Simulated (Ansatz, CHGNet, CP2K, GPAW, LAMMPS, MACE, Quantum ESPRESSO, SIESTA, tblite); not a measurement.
# Which run comes nearest? Aqueous Li+ and I-, 1.5 mol of salt per kg of water at 360 K (110 atoms)

Density of this cell: 1.14 g/cm³. The cell holds 110 atoms: 36 O, 72 H, 1 Li and 1 I. Cell: a = 10.442 Å, b = 10.442 Å, c = 10.442 Å, α = 90.0°, β = 90.0°, γ = 90.0°. 36 H2O, 1 Li+, 1 I- placed at random, at 1.14 g/cm³; overlaps pushed apart, then 10 ps at 420 K with Joung-Cheatham ions (J. Phys. Chem. B 112, 9020 (2008)); SPC/E water (Berendsen, Grigera and Straatsma, J. Phys. Chem. 91, 6269 (1987)). Snapshot after 20 ps at 360 K and fixed volume.

Geometry: as built.

The reference, a calculation:

```
method                                           : Kohn-Sham DFT, PBE, PAW, plane waves (Ansatz 0.2.0); cutoff 420 eV, Γ point, fermi-dirac smearing of 0.05 eV; PAW set soft_2
r.m.s. force component                           : 0.5483 eV/Å
longest force                                    : 1.693 eV/Å
pressure                                         : -1.82 GPa
gap (highest filled to lowest empty level) : 3.643 eV
SCF cycles                                       : 9
time                                             : 5.3 s on 8 threads of Arm Neoverse V2, shared host
CPU time                                         : 37 s
```

**Question.** The same geometry is run in other programs. How far does each lie from the reference, and what does it cost?
- SIESTA PBE, SZP, shift 0.01 Ry, mesh 500 Ry (SIESTA 5.4.2; 2 MPI ranks)
- CP2K GFN1-xTB, diagonalisation (CP2K 2026.2; 1 thread)
- GPAW PBE, LCAO dzp, h 0.18 Å (GPAW 26.7.0; 2 MPI ranks)
- CP2K PBE, DZVP-MOLOPT-SR, 600/50 Ry, diagonalisation (CP2K 2026.2; 2 threads)
- CP2K PBE, DZVP-MOLOPT-SR, 600/50 Ry, TC2 filter 1e-04, SCF 1e-05 (CP2K 2026.2; 4 MPI ranks)
- CP2K PBE, SZV-MOLOPT-SR, 600/50 Ry, diagonalisation (CP2K 2026.2; 1 thread)
- CP2K PBE+D4, DZVP-MOLOPT-SR, 600/50 Ry, diagonalisation (CP2K 2026.2; 2 threads)
- CP2K PBE, DZVP-MOLOPT-SR, 210/50 Ry, diagonalisation (CP2K 2026.2; 2 threads)
- tblite GFN2-xTB (tblite 0.8.0; 1 thread)
- MACE MP-0b3 medium potential (MACE MP-0b3 medium; 1 thread)

Differences are against the plane-wave reference, forces as r.m.s. over components; share is that over the reference's r.m.s. force, slope the least-squares factor from reference forces to these. Total energies of different programs have different zeros and aren't compared.

```tsv
run	Δ force, r.m.s. (meV/Å)	share (%)	slope	Δ pressure (GPa)	Δ gap (eV)	cores	CPU time	memory (GiB)
reference	-	-	-	-	-	8	37 s	1.3
SIESTA PBE, SZP, shift 0.01 Ry, mesh 500 Ry (coarse)	1481	270	-0.703	3.10	0.630	2	1.9 min	1.4
CP2K GFN1-xTB, diagonalisation	355	64.8	1.167	-3.24	-	1	4.9 s	0.23
GPAW PBE, LCAO dzp, h 0.18 Å	423	77.2	0.511	-	0.202	2	57 s	1.2
CP2K PBE, DZVP-MOLOPT-SR, 600/50 Ry, diagonalisation	37.1	6.77	0.981	0.100	1.13	2	4 min	2.9
CP2K PBE, DZVP-MOLOPT-SR, 600/50 Ry, TC2 filter 1e-04, SCF 1e-05 (coarse)	37.0	6.75	0.984	0.0717	-	4	2.1 min	2.6
CP2K PBE, SZV-MOLOPT-SR, 600/50 Ry, diagonalisation (coarse)	1710	312	-1.098	8.95	3.26	1	2.1 min	2.8
CP2K PBE+D4, DZVP-MOLOPT-SR, 600/50 Ry, diagonalisation	34.6	6.31	0.985	-0.471	1.13	2	4.5 min	3.0
CP2K PBE, DZVP-MOLOPT-SR, 210/50 Ry, diagonalisation (coarse)	89.9	16.4	0.975	0.250	1.10	2	3.1 min	0.87
tblite GFN2-xTB	264	48.1	1.121	-1.30	-	1	8.6 s	0.11
MACE MP-0b3 medium potential	68.0	12.4	0.910	0.128	-	1	8.1 s	1.3
```

Rows marked coarse were listed beforehand as settings not expected to be converged; some can still land near the reference.

Times of the machine-learned potentials are mostly Python's start and the loading of weights.

CPU time is summed over cores on a shared host, where runs went side by side, so it is rough. Symmetry, cutoffs, thresholds, outputs and thread counts weren't matched or tuned between programs; memory under MPI is the largest rank's times the ranks.

The PBE runs in local orbitals, coarse settings apart, differ by 6.8 % (CP2K PBE, DZVP-MOLOPT-SR, 600/50 Ry, diagonalisation) to 77 % (GPAW PBE, LCAO dzp, h 0.18 Å); basis, grid and potentials can all enter. Tight binding differs by 48 % (tblite GFN2-xTB) to 65 % (CP2K GFN1-xTB, diagonalisation); it is another model, with fitted parameters of its own, and the xTB methods hold dispersion. Machine-learned potentials differ by 12 % (MACE MP-0b3 medium potential); they were trained on other programs' data. Rows with another functional or a dispersion term differ by 6.3 % (CP2K PBE+D4, DZVP-MOLOPT-SR, 600/50 Ry, diagonalisation), which mixes the change of model with differences of basis and potentials. Periodic xTB results under one method name differ between programs and library versions. With short bonds to hydrogen, sets of potentials differ among themselves by several per cent in forces even at converged cutoffs, so the reference isn't exact here either. Machine-learned potentials mimic data converged in k, so the reference's own k-point error enters their differences. The network of contacts between molecules at the start is that of the classical potential that made the cell, and needn't be the one that DFT or experiment would give. The electronic-structure runs sample only Γ, in a cell whose shortest periodic width is 10 Å.

[Logs are printed without paths, hosts, clocks, repeated set-up lines and the standing remarks that a program may print on its own settings, such as how far it seeks lower states.]

[Hosts, paths, dates, database ids (printed as entryN), source tags and the programs' standing remarks are cut or masked in the printed files.]
